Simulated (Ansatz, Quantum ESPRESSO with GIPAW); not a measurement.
## Cd(OH)2: NMR parameters from first principles

The task is to compute the NMR parameters of Cd(OH)2 site by site.

Program: Quantum ESPRESSO with GIPAW 8.0dev (patched build). Level of theory: DFT, PBEsol, plane-wave PAW (pslibrary 1.0.0 recipes), scalar-relativistic, GIPAW; a patched development version of the program. Results are calculated unless marked as measured.

## 1. The structure

Symmetry: C2/m, No. 12, monoclinic system. The conventional cell has a = 6.238 Å, b = 3.538 Å, c = 4.805 Å, α = 90.00°, β = 95.12°, γ = 90.00°. Nearest to Cd lie 6 O at 2.31 to 2.35 Å. Nearest to O lie 1 H at 0.98 Å and 3 Cd at 2.31 to 2.35 Å. Nearest to H lie 1 O at 0.98 Å. Farther neighbours and most contacts between anions are not listed. That group holds within 0.01 Å; judged at 0.001 Å it is C2 (No. 5).

The cell is a computed entry of the Materials Project; it need not be the form that is stable at ambient conditions.

This structure had its atoms relaxed beforehand (DFT, PBEsol, plane-wave PAW, default files (PAW set soft_2), scalar-relativistic, Ansatz), starting from the database entry, since shieldings follow bond lengths closely.

## 2. Ground state

First the ground state. The response equations take the occupied wavefunctions as exact, so conv_thr is set much tighter than for an energy. No empty states are asked for: the response is solved without them. The mesh has a spacing of 0.35 Å⁻¹ at most. The PAW files were made with ld1.x from the pslibrary 1.0.0 recipes, with GIPAW reconstruction switched on.

scf.in

```
&control
  calculation = 'scf'
  prefix = 'x'
  outdir = './tmp/'
  pseudo_dir = './'
/
&system
  ibrav = 0
  nat = 5
  ntyp = 3
  ecutwfc = 55
  ecutrho = 640
  nbnd = 13
/
&electrons
  conv_thr = 1.0d-10
  mixing_beta = 0.7
  electron_maxstep = 100
/
ATOMIC_SPECIES
  Cd 112.414 Cd.pbesol-n-kjpaw_psl.1.0.0-gipaw.UPF
  O 15.999 O.pbesol-n-kjpaw_psl.1.0.0-gipaw.UPF
  H 1.008 H.pbesol-kjpaw_psl.1.0.0-gipaw.UPF
CELL_PARAMETERS angstrom
  3.11881900 -1.76919100 0.00000000
  3.11881900 1.76919100 0.00000000
  -0.42858600 0.00000000 4.78607400
ATOMIC_POSITIONS crystal
  Cd 0.06370880 0.93629120 0.00000000
  O 0.74445024 0.61715589 0.22519987
  O 0.38284411 0.25554976 0.77480013
  H 0.74783919 0.62270233 0.42902511
  H 0.37729767 0.25216081 0.57097489
K_POINTS automatic
  6 6 4 0 0 0
```

Command:

```sh
$ mpirun -np 4 pw.x -nk 4 -in scf.in > scf.out
```

Log:

```text
[...]
as large as its charge; the limit is 4.5
     Functions over the limit replaced by smooth ones with the moment of the charge, as mend_augmentation asks: 1
     This moves results (see INPUT_PW). Waves and levels in the save fit builds from 8.0dev_s219 on
     using ibrav=0 with symmetry is DISCOURAGED, use correct ibrav instead

     bravais-lattice index     =            0
     lattice parameter (alat)  =       6.7759  a.u.
     unit-cell volume          =     356.4272 (a.u.)^3
     number of atoms/cell      =            5
     number of atomic types    =            3
     number of electrons       =        26.00
     number of Kohn-Sham states=           13
     kinetic-energy cutoff     =      55.0000  Ry
     charge density cutoff     =     640.0000  Ry
     scf convergence threshold =      1.0E-10
     mixing beta               =       0.7000
     number of iterations used =            8  plain     mixing
     Exchange-correlation= SLA-PW-PSX-PSC
                           (   1   4  10   8   0   0   0)
[...]
Cd               12.00   112.41400     Cd( 1.00)
     O                 6.00    15.99900     O ( 1.00)
     H                 1.00     1.00800     H ( 1.00)

      2 Sym. Ops. (no inversion) found
[...]
number of k points=    47
[...]
Dense  grid:    97439 G-vectors     FFT dimensions: (  60,  60,  75)

     Smooth grid:    19593 G-vectors     FFT dimensions: (  32,  32,  45)

     Initial potential from superposition of free atoms

     starting charge      25.9955, renormalised to      26.0000
     Starting wfcs are   19 randomized atomic wfcs

     Self-consistent Calculation

     iteration #  1     ecut=    55.00 Ry     beta= 0.70
     Davidson diagonalization with overlap
     ethr =  1.00E-02,  avg # of iterations =  2.0

     total energy              =    -460.86786847 Ry
     estimated scf accuracy    <       0.79590200 Ry

     iteration #  2     ecut=    55.00 Ry     beta= 0.70
     Davidson diagonalization with overlap
     ethr =  3.06E-03,  avg # of iterations =  6.0

     total energy              =    -461.20752818 Ry
     estimated scf accuracy    <       0.73030386 Ry

     iteration #  3     ecut=    55.00 Ry     beta= 0.70
     Davidson diagonalization with overlap
     ethr =  2.81E-03,  avg # of iterations =  1.4

     total energy              =    -461.14377484 Ry
     estimated scf accuracy    <       0.17845300 Ry

[...]
c_bands:  1 eigenvalues not converged
     c_bands:  1 eigenvalues not converged
     c_bands: 1 eigenvalues not converged on the other pools
[...]
total energy              =    -461.31447195 Ry
[...]
iteration # 28     ecut=    55.00 Ry     beta= 0.70
     Davidson diagonalization with overlap
     ethr =  1.71E-12,  avg # of iterations =  1.8

     total energy              =    -461.31447195 Ry
     estimated scf accuracy    <          1.5E-10 Ry

     iteration # 29     ecut=    55.00 Ry     beta= 0.70
     Davidson diagonalization with overlap
     ethr =  5.59E-13,  avg # of iterations =  5.7

     End of self-consistent calculation
     [one-electron energies left out]

!    total energy              =    -461.31447195 Ry
     total all-electron energy =    -11486.629935 Ry
     estimated scf accuracy    <          1.1E-11 Ry

     The total energy is the sum of the following terms:
     one-electron contribution =     -62.71576609 Ry
     hartree contribution      =      51.52281297 Ry
     xc contribution           =     -38.79934792 Ry
     ewald contribution        =    -112.33325218 Ry
     one-center paw contrib.   =    -298.98891873 Ry

     convergence has been achieved in  29 iterations
[...]
JOB DONE.
```

It took 31 s on 4 MPI ranks of Arm Neoverse V2, shared host; peak memory 0.72 GiB.

It converged in 29 cycles to an estimated accuracy of 1e-11 Ry, on 47 irreducible k-points.

## 3. Shieldings

The job finds the current that a weak uniform field induces (applied as a long wave, q_gipaw) and the field that this current makes at each nucleus. On atoms with p or d valence electrons much of the paramagnetic part arises close to the nucleus, where the PAW partial waves rebuild the true states. pawproj makes the reconstruction use the PAW data sets' own projectors.

nmr.in

```
&inputgipaw
  job = 'nmr'
  prefix = 'x'
  tmp_dir = './tmp/'
  restart_mode = 'from_scratch'
  verbosity = 'low'
  q_gipaw = 0.01
  spline_ps = .true.
  conv_threshold = 1.0d-14
  use_nmr_macroscopic_shape = .false.
  pawproj(1) = .true.
  pawproj(2) = .true.
  pawproj(3) = .true.
/
```

Command:

```sh
$ mpirun -np 4 gipaw.x -in nmr.in > nmr.out
```

Log:

```text
[banner, memory and clock lines left out]
[a note of our patched build left out]

     Parallelizing q-star over 1 images

     IMPORTANT: XC functional enforced from input :
     Exchange-correlation= PBESOL
                           (   1   4  10   8   0   0   0)
     Any further DFT definition will be discarded
     Please, verify this is what you really want

     In Cd.pbesol-n-kjpaw_psl.1.0.0-gipaw.UPF the largest augmentation function (projectors 1 and 4, L = 1) is 11.6 times
     as large as its charge; the limit is 4.5
     Functions over the limit replaced by smooth ones with the moment of the charge, as in the saved run: 1

[...]
projs nearly linearly dependent: l=0  n1,n2= 1, 2  s=  0.99970544
[...]
alpha_pv=     36.6592 eV

     spline_ps is .false., expect some extrapolation errors

     q-space interpolation up to    66.00 Rydberg

     GIPAW job: nmr
     NMR macroscopic correction: no
[...]
Computing the magnetic susceptibility     isolve=0    ethr=  0.1000E-13
     Starting from scratch
     k-point #    1 of    47      pool #  1    cpu time:       0.9
[...]
End of magnetic susceptibility calculation

     f-sum rule (1st term):
           -22.1270         -0.0000          0.0038
            -0.0000        -22.1326          0.0000
             0.0035          0.0000        -22.1725

     f-sum rule (2nd term):
            -0.3593          0.0000         -0.0037
             0.0000         -0.3585          0.0000
            -0.0035         -0.0000         -0.3009

     f-sum rule (should be   -22.4731):
           -22.4863         -0.0000          0.0000
            -0.0000        -22.4910          0.0000
            -0.0000          0.0000        -22.4734

[... susceptibilities left out ...]
     Contributions to the NMR chemical shifts: -------------------------------

     Macroscopic shape contribution in ppm:                    0.00
             0.0000          0.0000          0.0000
             0.0000          0.0000          0.0000
             0.0000          0.0000          0.0000

     Core contribution in ppm:

     Atom  1  Cd  pos: (  0.869800  0.430537  0.000000)  core sigma:        4798.95
     Atom  2  O   pos: (  1.157407 -0.062808  0.300591)  core sigma:         270.50
     Atom  3  O   pos: (  0.462665 -0.062808  1.034185)  core sigma:         270.50
     Atom  4  H   pos: (  1.140816 -0.061743  0.572652)  core sigma:           0.00
     Atom  5  H   pos: (  0.479256 -0.061743  0.762124)  core sigma:           0.00

     Bare contribution in ppm:

     Atom  1  Cd  pos: (  0.869800  0.430537  0.000000)  bare sigma:          69.42
[...]
Atom  2  O   pos: (  1.157407 -0.062808  0.300591)  bare sigma:          66.21
[...]
Atom  3  O   pos: (  0.462665 -0.062808  1.034185)  bare sigma:          66.21
[...]
Atom  4  H   pos: (  1.140816 -0.061743  0.572652)  bare sigma:          17.31
[...]
Atom  5  H   pos: (  0.479256 -0.061743  0.762124)  bare sigma:          17.31
[...]
Diamagnetic contribution in ppm:

     Atom  1  Cd  pos: (  0.869800  0.430537  0.000000)  dia sigma:          90.79
[...]
Atom  2  O   pos: (  1.157407 -0.062808  0.300591)  dia sigma:          17.47
[...]
Atom  3  O   pos: (  0.462665 -0.062808  1.034185)  dia sigma:          17.47
[...]
Atom  4  H   pos: (  1.140816 -0.061743  0.572652)  dia sigma:           1.02
[...]
Atom  5  H   pos: (  0.479256 -0.061743  0.762124)  dia sigma:           1.02
[...]
Paramagnetic contribution in ppm:

     Atom  1  Cd  pos: (  0.869800  0.430537  0.000000)  para sigma:        1268.61
[...]
Atom  2  O   pos: (  1.157407 -0.062808  0.300591)  para sigma:         114.13
[...]
Atom  3  O   pos: (  0.462665 -0.062808  1.034185)  para sigma:         114.13
[...]
Atom  4  H   pos: (  1.140816 -0.061743  0.572652)  para sigma:           0.00
[...]
Atom  5  H   pos: (  0.479256 -0.061743  0.762124)  para sigma:           0.00
[...]
Paramagnetic US occ-occ contribution in ppm:

     Atom  1  Cd  pos: (  0.869800  0.430537  0.000000)  para_oo sigma:          -5.90
[...]
Atom  2  O   pos: (  1.157407 -0.062808  0.300591)  para_oo sigma:          -2.49
[...]
Atom  3  O   pos: (  0.462665 -0.062808  1.034185)  para_oo sigma:          -2.49
[...]
Atom  4  H   pos: (  1.140816 -0.061743  0.572652)  para_oo sigma:           0.00
[...]
Atom  5  H   pos: (  0.479256 -0.061743  0.762124)  para_oo sigma:           0.00
[...]
Paramagnetic US L_R Q_R contribution in ppm:

     Atom  1  Cd  pos: (  0.869800  0.430537  0.000000)  para_lq sigma:       -2629.52
[...]
Atom  2  O   pos: (  1.157407 -0.062808  0.300591)  para_lq sigma:        -222.31
[...]
Atom  3  O   pos: (  0.462665 -0.062808  1.034185)  para_lq sigma:        -222.31
[...]
Atom  4  H   pos: (  1.140816 -0.061743  0.572652)  para_lq sigma:           0.00
[...]
Atom  5  H   pos: (  0.479256 -0.061743  0.762124)  para_lq sigma:           0.00
[...]
Total NMR chemical shifts in ppm: ---------------------------------------
     (adopting the Simpson convention for anisotropy and asymmetry)-----------

     Atom  1  Cd  pos: (  0.869800  0.430537  0.000000)  Total sigma:        3592.36
          3625.4326          0.0000         34.7406
             0.0000       3670.3450         -0.0000
            28.9283          0.0000       3481.2932

     Cd      1    anisotropy:   -176.67    eta:    0.3243
[...]
Atom  2  O   pos: (  1.157407 -0.062808  0.300591)  Total sigma:         243.51
           233.9505          0.0977         -0.4424
             0.1065        242.1050          0.0779
             0.5139          0.1248        254.4782

     O       2    anisotropy:     16.45    eta:    0.7436
[...]
Atom  3  O   pos: (  0.462665 -0.062808  1.034185)  Total sigma:         243.51
[... its tensor is left out ...]
     Atom  4  H   pos: (  1.140816 -0.061743  0.572652)  Total sigma:          18.33
            10.5081         -0.0026         -0.2593
            -0.0012         12.1349          0.0714
            -0.1230          0.0740         32.3436

     H       4    anisotropy:     21.02    eta:    0.1162
[...]
Atom  5  H   pos: (  0.479256 -0.061743  0.762124)  Total sigma:          18.33
[... its tensor is left out ...]
```

Run time: 2.9 min. Hardware: 4 MPI ranks; peak memory 0.5 GiB; 12 min of CPU time.

The f-sum rule is met to 0.018 of 22.5 (0.08 %). Converged shieldings require that this miss be small, but a small miss does not prove them. This build smooths some augmentation functions of the files as it reads them, which, it says, moves results; by how much was not measured here.

From the symmetric part of each tensor, with principal values σ11 ≤ σ22 ≤ σ33: σ_iso is their mean, the span is σ33 − σ11 and the skew 3(σ_iso − σ22)/span. (gipaw.x prints an anisotropy in another convention.)

```csv
site,atom no.,atoms in cell,σ_iso (ppm),span (ppm),skew
Cd,1,1,3592,196,-0.61
O,2,2,243.5,20.5,0.21
H,4,2,18.33,21.84,0.85
```

The macroscopic shape term is switched off. For a spherical sample the valence susceptibility of this run would add about 11 ppm to every site, a rough estimate, since the susceptibility converges slowly and lacks part of the PAW terms. Differences within the crystal don't depend on it, but shieldings of different compounds can't be compared to better than a few ppm without it.

In this run the largest span among the lighter atoms is that of H (site symmetry 1), with principal values 10.51, 12.13 and 32.35 ppm. On O the most shielded direction lies 4° off its short bond to H. On H the most shielded direction lies along its short bond to O.

How the isotropic values are made up (ppm). The core part is that of the free atom's core; bare is the current of the smooth valence states; the last two are what the PAW spheres add to the diamagnetic and the paramagnetic current:

```csv
site,core,bare,"reconstruction, dia","reconstruction, para"
Cd,4798.9,69.4,90.8,-1366.8
O,270.5,66.2,17.5,-110.7
H,0.0,17.3,1.0,0.0
```

(Continued in part 2 of 2.)

[Banner, clock, file and message-heading lines were taken out of the pw.x and gipaw.x logs.]

[Logs are printed without paths, hosts, clocks, repeated set-up lines and the standing remarks that a program may print on its own settings, such as how far it seeks lower states.]

[Hosts, paths, dates, database ids (printed as entryN), source tags and the programs' standing remarks are cut or masked in the printed files.]

[Where no reference line passes its bar on scatter, no shift is given, so a measured shift of this compound may stand uncompared.]
